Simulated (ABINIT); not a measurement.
An input for ABINIT 10.8.3 (Diamond (Fd-3m, 2 atoms a cell)):

```
acell 3*1.0 Angstrom
rprim 
  -0.000000000000 1.783370000000 1.783370000000
  1.783370000000 0.000000000000 1.783370000000
  1.783370000000 1.783370000000 0.000000000000
ntypat 1
znucl 6
natom 2
typat 1 1
xred 
  0.000000000000 0.000000000000 -0.000000000000
  0.250000000000 0.250000000000 0.250000000000
pp_dirpath "pseudos"
pseudos "C.upf"
ecut 37
ngkpt 8 8 8
nshiftk 1
shiftk 0 0 0
kptopt 1
chksymbreak 0
istwfk *1
occopt 1
irdwfk 1
optdriver 4
nband 210
gwcalctyp 0
ecutsigx 37
symsigma 1
nkptgw 2
kptgw 
  0.0000000000 0.0000000000 0.0000000000
  0.3750000000 0.3750000000 0.0000000000
bdgw 
  2 7
  3 6
ecuteps 16
irdscr 1
ppmodel 1
indata_prefix "in"
outdata_prefix "out"
tmpdata_prefix "tmp"
```

```sh
OMP_NUM_THREADS=1 mpirun -n 4 abinit run.abi > log
```

Q: Estimate wall time and host memory on 4 MPI ranks of AMD EPYC 9R45, shared host.

It took 64 s; on shared hardware allow 32 s to 2.1 min. Peak host memory was 2.2 GiB.

[Paths, hosts, dates, memory and timing lines, banners, echoed tables and standing remarks are left out of the program output.]

[Logs are printed without paths, hosts, clocks, repeated set-up lines and the standing remarks that a program may print on its own settings, such as how far it seeks lower states.]

[Runs of the session that timed out or met a known fault of the program may be left out.]

[Hosts, paths, dates, database ids (printed as entryN), source tags and the programs' standing remarks are cut or masked in the printed files.]

[G0W0 gaps are taken among the corrected bands and points alone; a level outside them can change the order at an edge.]

[Where Ansatz stands beside ABINIT at settings called matched, ABINIT's density can come from a denser mesh and the files from another edition; pairs whose starting gaps differed by over 0.03 eV were left out, so agreement reads better than it is.]
